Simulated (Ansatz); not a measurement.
# How well the gap of ZnSeO3 (Pnma) can be computed

The study climbs from cheap functionals to G0W0 on ZnSeO3 (Pnma) and then asks what each convergence step is worth.

Method: density functionals, hybrids, G0W0, plane waves, PAW, in Ansatz 0.2.0.

## (1) The starting structure

Symmetry: Pnma, No. 62, orthorhombic system. Conventional cell: a = 6.004 Å, b = 7.810 Å, c = 5.136 Å, α = 90.00°, β = 90.00°, γ = 90.00°. Nearest to Zn lie 6 O at 2.03 to 2.34 Å. Se has 3 O at 1.72 to 1.73 Å nearest. O has 1 Se at 1.73 Å and 2 Zn at 2.03 to 2.34 Å nearest. Nearest to O lie 1 Se at 1.72 Å and 2 Zn at 2.21 Å. Farther neighbours and most contacts between anions are not listed.

The cell is the Materials Project's (PBE, PBE+U or r2SCAN) relaxed one; the ions were relaxed with r2SCAN. The default PAW set here is soft_2. Its files were made with PBE.

## (2) r2SCAN bands

The cheap functional maps the bands first; the places of the edges decide which points the dearer methods must see.

This step: DFT, r2SCAN, plane waves, PAW.

Contents of input.yaml:

```yaml
crystal:
  lattice:
    - [6.004009, 0.0, 0.0]
    - [0.0, 7.810489, 0.0]
    - [0.0, 0.0, 5.135797]
  atoms:
    - { symbol: Zn, position: [0.0, 0.5, 0.5] }
    - { symbol: Zn, position: [0.5, 0.5, 0.0] }
    - { symbol: Zn, position: [0.5, 0.0, 0.0] }
    - { symbol: Zn, position: [0.0, 0.0, 0.5] }
    - { symbol: Se, position: [0.9617710496, 0.75, 0.0127346654] }
    - { symbol: Se, position: [0.5382289504, 0.25, 0.5127346654] }
    - { symbol: Se, position: [0.4617710496, 0.75, 0.4872653346] }
    - { symbol: Se, position: [0.0382289504, 0.25, 0.9872653346] }
    - { symbol: O, position: [0.1956463275, 0.4206104718, 0.875477039] }
    - { symbol: O, position: [0.3043536725, 0.5793895282, 0.375477039] }
    - { symbol: O, position: [0.6956463275, 0.0793895282, 0.624522961] }
    - { symbol: O, position: [0.8043536725, 0.9206104718, 0.124522961] }
    - { symbol: O, position: [0.8043536725, 0.5793895282, 0.124522961] }
    - { symbol: O, position: [0.6956463275, 0.4206104718, 0.624522961] }
    - { symbol: O, position: [0.3043536725, 0.9206104718, 0.375477039] }
    - { symbol: O, position: [0.1956463275, 0.0793895282, 0.875477039] }
    - { symbol: O, position: [0.0773988991, 0.25, 0.3192540354] }
    - { symbol: O, position: [0.4226011009, 0.75, 0.8192540354] }
    - { symbol: O, position: [0.5773988991, 0.25, 0.1807459646] }
    - { symbol: O, position: [0.9226011009, 0.75, 0.6807459646] }
kpoints:
  mp_grid: { grid: [4, 4, 4] }
  band_path:
    path:
      - [[0.0, 0.0, 0.0], [0.5, 0.0, 0.0], [0.5, 0.5, 0.0], [0.0, 0.5, 0.0], [0.0, 0.0, 0.0], [0.0, 0.0, 0.5], [0.5, 0.0, 0.5], [0.5, 0.5, 0.5], [0.0, 0.5, 0.5], [0.0, 0.0, 0.5]]
      - [[0.5, 0.0, 0.0], [0.5, 0.0, 0.5]]
      - [[0.0, 0.5, 0.0], [0.0, 0.5, 0.5]]
      - [[0.5, 0.5, 0.0], [0.5, 0.5, 0.5]]
    npoints: 10
hamiltonian:
  xc: r2scan
scf:
  occupations: { method: fermi_dirac, width: 0.02 }
  n_extra_bands: 10
output:
  eigenvalues: true
```

Started as:

```
> ansatz run input.yaml --threads 16 --pin off --max-ram 82944MiB --backend cuda --events-out ev --progress --plain --runs-dir out --devices 1 --max-vram 78GiB
```

Numbers of over 12 decimals in the logs are rounded to 6 here.

Output:

```text
scf.n_extra_bands = 10 over 92 filled bands (N_el = 184.0): the run solves 102 bands
GPUs: using 1 of 1 available (devices: 1).
Engine: ansatz 0.2.0, aarch64-unknown-linux-gnu
Pseudopotentials: kind: paw
Pseudopotential: Zn, paw, valence charge 12, recommended cutoff 500 eV (meta_gga), Zn.paw.azcp
Pseudopotential: Se, paw, valence charge 16, recommended cutoff 500 eV (meta_gga), Se.paw.azcp
Pseudopotential: O, paw, valence charge 6, recommended cutoff 500 eV (meta_gga), O.paw.azcp
Functional definition: r2SCAN
  parameter k0 = 0.174
  parameter k1 = 0.065
  parameter a1 = 4.9479
  exchange = r2scan_x(k0 = k0, k1 = k1, a1 = a1)
  correlation = r2scan_c
concurrent solve slots: 14 of 16 are kept, ahead of what memory takes: no pass of the eigensolver takes more rounds on 14
device memory: the entry about to start is reckoned to put 13.2 GiB on a device that reports 109.1 GiB free (of which the cap on the GPU budget leaves the run 78.0 GiB)
GPU FFT provider: cuFFT
GPU libraries: cuBLAS 13.8.1, cuFFT 12.4.0, cuSOLVER 12.3.2
GPU matrix products: emulated (plane waves: as basis.precision tells), large ones in fixed point in workspaces of 1.00 GiB
Crystal: 20 atoms, lattice volume = 240.839 Å³
Basis set: ecut = 500 eV, 6087 PW (Γ), exchange–correlation on 180×240×160 points (64 copies of the dense FFT grid, shifted against one another)
Bands: 102, of which v1, the nominal top of the filled ones, is band 92 counted from 1 (91 counted from 0)
Symmetry: 8 space group operations
Space group: Pnma (ITA 62), of the structure as read, at distance tolerance 6.2e-5 Å
k-points: 27 of 64
Non-local potential: Zn, projectors of the file, l = 0: 2, l = 1: 2, l = 2: 3, l = 3: 1
Non-local potential: Se, projectors of the file, l = 0: 2, l = 1: 2, l = 2: 3, l = 3: 1
Non-local potential: O, projectors of the file, l = 0: 2, l = 1: 2, l = 2: 1
PAW form: soft (Blöchl's): semilocal exchange-correlation on the pseudo side does not see the compensation charge
PAW frozen core: Zn, regenerated for the run's functional (the file was generated under x = pbe(κ = 0.804, μ = 0.219515), c = pbe(β = 0.066725))
PAW frozen core: Se, regenerated for the run's functional (the file was generated under x = pbe(κ = 0.804, μ = 0.219515), c = pbe(β = 0.066725))
PAW frozen core: O, regenerated for the run's functional (the file was generated under x = pbe(κ = 0.804, μ = 0.219515), c = pbe(β = 0.066725))
PAW one-centre angular grid: Zn, 590 points (default); XC on 261 of its mesh's 2673 points in the sphere
PAW one-centre angular grid: Se, 590 points (default); XC on 160 Gauss nodes
PAW one-centre angular grid: O, 302 points (default); XC on 160 Gauss nodes
Initial density: superposition of atomic densities (neutral atoms: chi_scale 0, normalization atom), corrected by the library's trained network
Initial wavefunctions: pseudopotential atomic-orbital guess
GPU buffer pool allocated for 108000 grid points (all kernels)
GPU transforms: local potential and band sums: pruned to the plane-wave sphere, on 45×60×40
Functional: x = r2scan, c = r2scan; τ floored in thin density (d = 2e-4 eV/Å³)
SCF iter   1: F=—  HF=-42029.671682 eV  |F-HF|=—  |Δ(HF+E_count)|=         —  Δρ=1.46e-2  dr2=2.82e-1  dr2_τ=8.41e-1  ethr=1.77e-3  ⟨swp⟩=5.7  Hψ=11036  notcnv=0
preconditioner: auto → Resta (q_TF=auto, 2.609 Å⁻¹)  ε∞=6.3  [insulator: Δε(μ)=4.171 eV  Ē_g=12.508 eV  σ=0.020 eV  W_gap=1.00  n_scr=70 (ndim 8)  ℏωp=28.7 eV  f_vac=0.002  D(μ)=0.00/eV (n_scr^D=0)  ε∞_Penn≈6.3]
SCF iter   2: F=—  HF=-42029.826198 eV  |F-HF|=—  |Δ(HF+E_count)|=   1.55e-1  Δρ=5.32e-3  dr2=3.70e-2  dr2_τ=3.57e-3  ethr=1.53e-4  ⟨swp⟩=2.4  Hψ=5357  notcnv=0  defer=86
SCF iter   3: F=—  HF=-42029.826096 eV  |F-HF|=—  |Δ(HF+E_count)|=   1.02e-4  Δρ=3.73e-3  dr2=1.53e-2  dr2_τ=6.78e-4  ethr=2.01e-5  ⟨swp⟩=2.0  Hψ=4364  notcnv=0  defer=86
SCF iter   4: F=—  HF=-42029.825595 eV  |F-HF|=—  |Δ(HF+E_count)|=   5.01e-4  Δρ=5.07e-4  dr2=6.71e-4  dr2_τ=1.36e-4  ethr=8.31e-6  ⟨swp⟩=2.0  Hψ=4093  notcnv=0  defer=86
SCF iter   5: F=—  HF=-42029.825795 eV  |F-HF|=—  |Δ(HF+E_count)|=   2.01e-4  Δρ=2.45e-4  dr2=1.23e-4  dr2_τ=1.20e-5  ethr=3.65e-7  ⟨swp⟩=2.0  Hψ=4575  notcnv=0  defer=86
SCF iter   6: F=—  HF=-42029.825390 eV  |F-HF|=—  |Δ(HF+E_count)|=   4.05e-4  Δρ=1.03e-4  dr2=2.88e-5  dr2_τ=2.67e-6  ethr=6.68e-8  ⟨swp⟩=2.1  Hψ=4553  notcnv=0  defer=86
SCF iter   7: F=—  HF=-42029.825666 eV  |F-HF|=—  |Δ(HF+E_count)|=   2.76e-4  Δρ=3.54e-5  dr2=2.86e-6  dr2_τ=3.10e-7  ethr=1.56e-8  ⟨swp⟩=2.0  Hψ=5152  notcnv=0  defer=86
SCF iter   8: F=—  HF=-42029.825667 eV  |F-HF|=—  |Δ(HF+E_count)|=   7.69e-7  Δρ=1.49e-5  dr2=5.41e-7  dr2_τ=5.27e-8  ethr=1.55e-9  ⟨swp⟩=2.0  Hψ=4590  notcnv=0  defer=86
SCF iter   9: F=-42029.825667 eV  HF=-42029.825667 eV  |F-HF|=3.59e-8  |Δ(HF+E_count)|=   4.24e-8  Δρ=5.78e-6  dr2=7.71e-8  dr2_τ=7.08e-9  ethr=5.43e-11  ⟨swp⟩=5.5  Hψ=9957  notcnv=0
SCF 1 converged in 9 iterations: F = -42029.825667 eV  dr2 = 7.71e-8
[...]
device memory: the entry about to start is reckoned to put 31.2 GiB on a device that reports 109.1 GiB free (of which the cap on the GPU budget leaves the run 78.0 GiB)
NSCF: frozen V_eff on 124 k-points, pencils in batches of 32, up to order 452
SCF converged after 9 iterations
Free energy (F): -42029.825667 eV
Harris-Foulkes:  -42029.825667 eV  (|F-HF|=3.59e-8)
Internal energy: -42029.825667 eV  (E = F + TS)
E sigma→0 (E₀):  -42029.825667 eV
Fermi energy:    9.095683 eV
--- Per-component energies (eV) ---
  E_band       = -1668.488579
  E_kinetic    = 3091.854074
  E_local      = -19954.653361  (includes V_loc(G=0)·N_el)
  E_nonlocal   = 723.523718
  E_hartree    = 8792.099963
  E_xc         = -1752.038227
  E_vxc        = -1886.153107  (∫ρ·V_xc dr)
  E_paw        = -17068.900500  (= ΣΔE_a)
  E_vpaw       = -1342.565003  (= ΣTr[D̂ρ^β])
  E_aug_tail   = 0.010851  (compensation charges beyond the density's cutoff)
  E_vtau       = 115.288171  (kinetic-family band-sum trace: ∫τ·v_τ [+ j·A + Jᵃ·Aᵃ] dr)
  E_ewald      = -15853.549339
  E_core_change = -8.172847  (= ΣΔE_core)
  E_smearing   = -0.000000  (= −TS)
  E_closure    = 0.000000  (closes the sum)
  Σ components = -42029.825667   (vs F -42029.825667, Δ=0.00e0)
--- Band table (eV; the first three rows and the last of 27) ---
  k-point 0: bands = [... 88 lower, 6.2792, 6.4207, 6.7064, 6.8747, 11.4044, 12.0748, 12.1104, 12.7505, ... 6 higher]
  k-point 1: bands = [... 88 lower, 6.4037, 6.5218, 6.6173, 6.8460, 11.7060, 11.8128, 12.0069, 12.1652, ... 6 higher]
  k-point 2: bands = [... 88 lower, 6.3487, 6.3487, 6.7232, 6.7232, 11.6131, 11.6131, 12.0482, 12.0482, ... 6 higher]
  k-point 26: bands = [... 88 lower, 6.8156, 6.8156, 6.8156, 6.8156, 12.0078, 12.0078, 12.0078, 12.0078, ... 6 higher]
```

It took 3.1 s on 1 × NVIDIA GB200 (shared by 2 runs) with 16 threads of Arm Neoverse V2, shared host; peak memory 1.5 GiB.

Reading the cycles: dr2 is the Hartree energy of the density residual (eV), the measure of convergence; HF is the Harris–Foulkes estimate of the energy, which meets the free energy F at convergence.

Numbers from this step:

* filled bands: 92
* gap: 4.157 eV
* valence top at: Y
* conduction bottom at: k = (0.250, 0.000, 0.000)
* least direct gap: 4.381 eV

The gap is indirect, with the least direct gap 0.22 eV higher.

Electronic bands along the path, in eV, zero at the top of the highest nominally filled band:

```
    point  band 89  band 90  band 91  band 92  band 93  band 94  band 95  band 96
        Γ    -0.74    -0.60    -0.31    -0.14     4.39     5.06     5.09     5.73
  halfway    -0.62    -0.59    -0.44    -0.24     4.16     5.15     5.31     5.61
        X    -0.57    -0.57    -0.46    -0.46     4.47     4.47     5.56     5.56
  halfway    -0.37    -0.37    -0.31    -0.31     4.70     4.70     5.43     5.43
        S    -0.23    -0.23    -0.23    -0.23     5.14     5.14     5.14     5.14
  halfway    -0.37    -0.37    -0.06    -0.06     4.66     4.66     5.61     5.61
        Y    -0.36    -0.36     0.00     0.00     4.50     4.50     5.71     5.71
  halfway    -0.48    -0.48    -0.12    -0.07     4.36     4.84     5.43     5.73
        Γ    -0.74    -0.60    -0.31    -0.14     4.39     5.06     5.09     5.73
  halfway    -0.61    -0.50    -0.40    -0.17     4.69     4.80     4.99     5.15
        Z    -0.67    -0.67    -0.29    -0.29     4.60     4.60     5.03     5.03
  halfway    -0.46    -0.46    -0.29    -0.29     4.84     4.84     4.88     4.88
        U    -0.45    -0.45    -0.17    -0.17     4.79     4.79     5.09     5.09
  halfway    -0.32    -0.32    -0.17    -0.17     4.88     4.88     5.05     5.05
        R    -0.20    -0.20    -0.20    -0.20     4.99     4.99     4.99     4.99
  halfway    -0.30    -0.30    -0.26    -0.26     4.45     4.45     5.03     5.03
        T    -0.40    -0.40    -0.39    -0.39     4.20     4.20     5.02     5.02
  halfway    -0.54    -0.54    -0.31    -0.31     4.38     4.38     5.03     5.03
        Z    -0.67    -0.67    -0.29    -0.29     4.60     4.60     5.03     5.03
jump to X    -0.57    -0.57    -0.46    -0.46     4.47     4.47     5.56     5.56
  halfway    -0.57    -0.57    -0.27    -0.27     4.61     4.61     5.58     5.58
        U    -0.45    -0.45    -0.17    -0.17     4.79     4.79     5.09     5.09
jump to Y    -0.36    -0.36     0.00     0.00     4.50     4.50     5.71     5.71
  halfway    -0.45    -0.45    -0.12    -0.12     4.33     4.33     5.30     5.30
        T    -0.40    -0.40    -0.39    -0.39     4.20     4.20     5.02     5.02
jump to S    -0.23    -0.23    -0.23    -0.23     5.14     5.14     5.14     5.14
```

## (3) r2SCAN+SOC

Spin-orbit coupling can split or shift the edges; a non-collinear run measures by how much.

This step: DFT, r2SCAN with spin-orbit coupling, plane waves, PAW.

Changes to input.yaml since step 2:

```diff
@@ -30,7 +30,13 @@
     path:
-      - [[0.0, 0.0, 0.0], [0.5, 0.0, 0.0], [0.5, 0.5, 0.0], [0.0, 0.5, 0.0], [0.0, 0.0, 0.0], [0.0, 0.0, 0.5], [0.5, 0.0, 0.5], [0.5, 0.5, 0.5], [0.0, 0.5, 0.5], [0.0, 0.0, 0.5]]
-      - [[0.5, 0.0, 0.0], [0.5, 0.0, 0.5]]
-      - [[0.0, 0.5, 0.0], [0.0, 0.5, 0.5]]
-      - [[0.5, 0.5, 0.0], [0.5, 0.5, 0.5]]
-    npoints: 10
+      - [0.0, 0.0, 0.0]
+      - [0.5, 0.0, 0.0]
+      - [0.5, 0.5, 0.0]
+      - [0.0, 0.5, 0.0]
+      - [0.0, 0.0, 0.5]
+      - [0.5, 0.0, 0.5]
+      - [0.5, 0.5, 0.5]
+      - [0.0, 0.5, 0.5]
+      - [0.25, 0.0, 0.0]
+      - [0.2, 0.0, 0.0]
+    npoints: 1
 hamiltonian:
@@ -38,4 +44,7 @@
 scf:
-  occupations: { method: fermi_dirac, width: 0.02 }
-  n_extra_bands: 10
+  occupations: { method: fixed }
+  n_extra_bands: 20
+magnetization:
+  noncollinear: true
+  spin_orbit: true
 output:
```

Output:

```text
[...]
GPUs: using 1 of 1 available (devices: 1).
[...]
non-collinear run that drives no moment, with spin-orbit: no starting moment large enough to seed its density (crystal.atoms[].spin), no starting occupations that ask for one, no magnetisation constraint and no magnetic field, so the semilocal B_xc is pinned to zero
[...]
Crystal: 20 atoms, lattice volume = 240.839 Å³
[...]
spin=Noncollinear: Resta preconditioning applied to the charge; magnetization (m_x, m_y, m_z) channels mix plain (no charge-response kernel on spin).
SCF iter   2: F=—  HF=-42010.146679 eV  |F-HF|=—  |Δ(HF+E_count)|=    5.74e0  Δρ=7.37e-2  dr2=1.06e1  dr2_τ=4.37e-2  dr2_m=0.00e0 (ungated)  ethr=3.10e-3  |M|=0.00e0 ∫|m|=0.00e0 μB  |m|>n=0.0e0 m-floor=0.0e0 τ_xc=0.0e0  β_m=0.48  ⟨swp⟩=2.0  Hψ=4984  notcnv=0  defer=382
[...]
SCF 1 converged in 11 iterations: F = -42007.381039 eV  dr2 = 1.99e-8
[...]
SCF converged after 11 iterations
[...]
```

The job ended after 5 s (1 × NVIDIA GB200 (shared by 2 runs) with 16 threads; peak memory 1.9 GiB; 29 s of CPU time).

This step gave:

```yaml
gap: 4.153 eV
valence_top_at: Y
conduction_bottom_at: k = (0.250, 0.000, 0.000)
least_direct_gap: 4.377 eV
```

The gap is that of r2SCAN.

## (4) HSE06

HSE06 mixes in a quarter of exact exchange at short range. Exchange couples all pairs of k points, which makes a full band path dear, so levels are read on the mesh and at chosen points.

This step: DFT, HSE06, plane waves, PAW.

Changes to input.yaml since step 3:

```diff
@@ -27,3 +27,3 @@
 kpoints:
-  mp_grid: { grid: [4, 4, 4] }
+  mp_grid: { grid: [4, 2, 4] }
   band_path:
@@ -42,9 +42,6 @@
 hamiltonian:
-  xc: r2scan
+  xc: hse06
 scf:
   occupations: { method: fixed }
-  n_extra_bands: 20
-magnetization:
-  noncollinear: true
-  spin_orbit: true
+  n_extra_bands: 10
 output:
```

Output:

```text
[...]
GPUs: using 1 of 1 available (devices: 1).
[...]
davidson cushion auto → on  (no smearing: the cushion is to keep the highest requested band from converging to the state above it; pin scf.eigensolver.cushion to override)
[...]
Crystal: 20 atoms, lattice volume = 240.839 Å³
Basis set: ecut = 420 eV, 4715 PW (Γ)
Bands: 102, of which v1, the nominal top of the filled ones, is band 92 counted from 1 (91 counted from 0)
[...]
SCF 1 stopped early in 4 iterations: F = -41952.130910 eV  dr2 = 2.23e-4
[...]
hybrid outer 1: dexx = +1.370e-1 eV, tail = 1.53e-3 eV
[...]
SCF 3 converged in 4 iterations: F = -41954.731277 eV  dr2 = 4.44e-8
hybrid outer 2: dexx = +1.338e-5 eV, tail = 6.18e-7 eV, Δε = 4.21e-3 eV (about 1.66e-4 eV left of the loop's levels)
[...]
E sigma→0 (E₀):  -41954.731269 eV
Fermi energy:    6.433534 eV
[...]
--- Band table (eV; the first three rows and the last of 18) ---
[...]
```

Run time: 28 s. Hardware: 1 × NVIDIA GB200 (shared by 2 runs) with 16 threads; peak memory 2.5 GiB; 4.4 min of CPU time.

Numbers from this step:

```
gap                  : 5.138 eV
valence top at       : Y
conduction bottom at : k = (0.250, 0.000, 0.000)
least direct gap     : 5.368 eV
```

The gap stands +0.98 eV against r2SCAN.

## (5) HSE06+SOC

This step: DFT, HSE06 with spin-orbit coupling, plane waves, PAW.

Changes to input.yaml since step 4:

```diff
@@ -45,3 +45,6 @@
   occupations: { method: fixed }
-  n_extra_bands: 10
+  n_extra_bands: 20
+magnetization:
+  noncollinear: true
+  spin_orbit: true
 output:
```

Output:

```text
[...]
GPUs: using 1 of 1 available (devices: 1).
[...]
Crystal: 20 atoms, lattice volume = 240.839 Å³
Basis set: ecut = 420 eV, 4715 PW (Γ)
Bands: 204, of which v1, the nominal top of the filled ones, is band 184 counted from 1 (183 counted from 0)
Symmetry: 8 space group operations + 8 with time reversal
[...]
k-points: 18 of 32
Projection manifold: j_resolved (fully-relativistic pseudo-atomic orbitals)
[...]
SCF iter   2: F=—  HF=-41953.878905 eV  |F-HF|=—  |Δ(HF+E_count)|=    8.23e0  Δρ=5.18e-2  dr2=3.28e0  dr2_m=0.00e0 (ungated)  ethr=1.50e-2  |M|=0.00e0 ∫|m|=0.00e0 μB  |m|>n=0.0e0 m-floor=0.0e0 τ_xc=0.0e0  β_m=0.35  ⟨swp⟩=3.5  Hψ=9515  notcnv=0  defer=3
[...]
hybrid outer 1: dexx = +1.370e-1 eV, tail = 1.68e-3 eV
[...]
SCF 3 converged in 6 iterations: F = -41949.312202 eV  dr2 = 2.30e-8
[...]
```

The job ended after 2 min (1 × NVIDIA GB200 (shared by 2 runs) with 16 threads; peak memory 7 GiB).

Numbers from this step:

```yaml
gap: 5.134 eV
valence_top_at: Y
conduction_bottom_at: k = (0.250, 0.000, 0.000)
least_direct_gap: 5.363 eV
```

The gap is that of HSE06.

## (6) G0W0, 4×2×4 mesh, 718 empty bands, screening to 120 eV, hard PAW files

Now the one-shot GW correction: screening in the RPA, then the self-energy of the levels asked for. This step takes hard PAW files.

This step: G0W0 on r2SCAN, plane waves, PAW.

Changes to input.yaml since step 5:

```diff
@@ -28,24 +28,12 @@
   mp_grid: { grid: [4, 2, 4] }
-  band_path:
-    path:
-      - [0.0, 0.0, 0.0]
-      - [0.5, 0.0, 0.0]
-      - [0.5, 0.5, 0.0]
-      - [0.0, 0.5, 0.0]
-      - [0.0, 0.0, 0.5]
-      - [0.5, 0.0, 0.5]
-      - [0.5, 0.5, 0.5]
-      - [0.0, 0.5, 0.5]
-      - [0.25, 0.0, 0.0]
-      - [0.2, 0.0, 0.0]
-    npoints: 1
 hamiltonian:
-  xc: hse06
+  xc: r2scan
+  pseudopotentials: { kind: paw, source: ansatz }
 scf:
   occupations: { method: fixed }
-  n_extra_bands: 20
-magnetization:
-  noncollinear: true
-  spin_orbit: true
-output:
-  eigenvalues: true
+gw:
+  n_empty_bands: 718
+  ecut_chi: 120.0
+  qp_bands: [v4, c4]
+  qp_kpoints: band_edges
+  screening: { model: contour_deformation }
```

Output:

```text
GPUs: using 1 of 1 available (devices: 1).
[...]
Crystal: 20 atoms, lattice volume = 240.839 Å³
Basis set: ecut = 1050 eV, 18633 PW (Γ), exchange–correlation on 320×432×288 points (64 copies of the dense FFT grid, shifted against one another)
Bands: 130, of which v1, the nominal top of the filled ones, is band 108 counted from 1 (107 counted from 0)
Symmetry: 8 space group operations
[...]
k-points: 18 of 32
[...]
11   110     12.4998   -10.9894    -3.8779   -15.8018  0.8210    13.4415    13.4342  root
    11   111     13.0752   -12.2477    -3.7350   -17.0518  0.8108    14.1546    14.1444  root
[...]
17   109     13.0380   -11.7900    -3.7734   -16.5822  0.8138    14.0660    14.0567  root
    17   110     13.0380   -11.7900    -3.7734   -16.5822  0.8138    14.0660    14.0567  root
    17   111     13.0380   -11.7900    -3.7734   -16.5822  0.8138    14.0660    14.0567  root
    17   112     13.0380   -11.7900    -3.7734   -16.5822  0.8138    14.0660    14.0567  root
[key lines of the parts left out:]
SCF converged after 10 iterations
```

Elapsed: 2.4 min, on 1 × NVIDIA GB200 (shared by 2 runs) with 16 threads; peak memory 12 GiB; 5.6 min of CPU time.

This step gave:

```
bands summed                                 : 826
RPA ε∞ on this mesh (eigenvalues)            : 3.524, 3.876, 4.033
plane waves in the screening matrix          : 727
G0W0 gap on the mesh                         : 5.589 eV
k of the valence top                         : 0, -0.5, 0
k of the conduction bottom                   : 0.25, 0, 0
starting gap on the mesh                     : 4.173 eV
least direct G0W0 gap on the computed points : 5.875 eV
```

The gap on the mesh goes from 4.17 eV to 5.59 eV, a correction of +1.42 eV. Between the two edge states, bare exchange in place of the xc potential would open the gap by 8.55 eV, and correlation takes back 7.13 eV.

(Part 1 of 2 ends here.)

[Paths, hosts, dates, memory and timing lines, banners, echoed tables and standing remarks are left out of the program output.]

[Logs are printed without paths, hosts, clocks, repeated set-up lines and the standing remarks that a program may print on its own settings, such as how far it seeks lower states.]

[Runs of the session that timed out or met a known fault of the program may be left out.]

[Cells called generated may have been cut or substituted from an entry of the Crystallography Open Database or the Materials Project.]

[Hosts, paths, dates, database ids (printed as entryN), source tags and the programs' standing remarks are cut or masked in the printed files.]
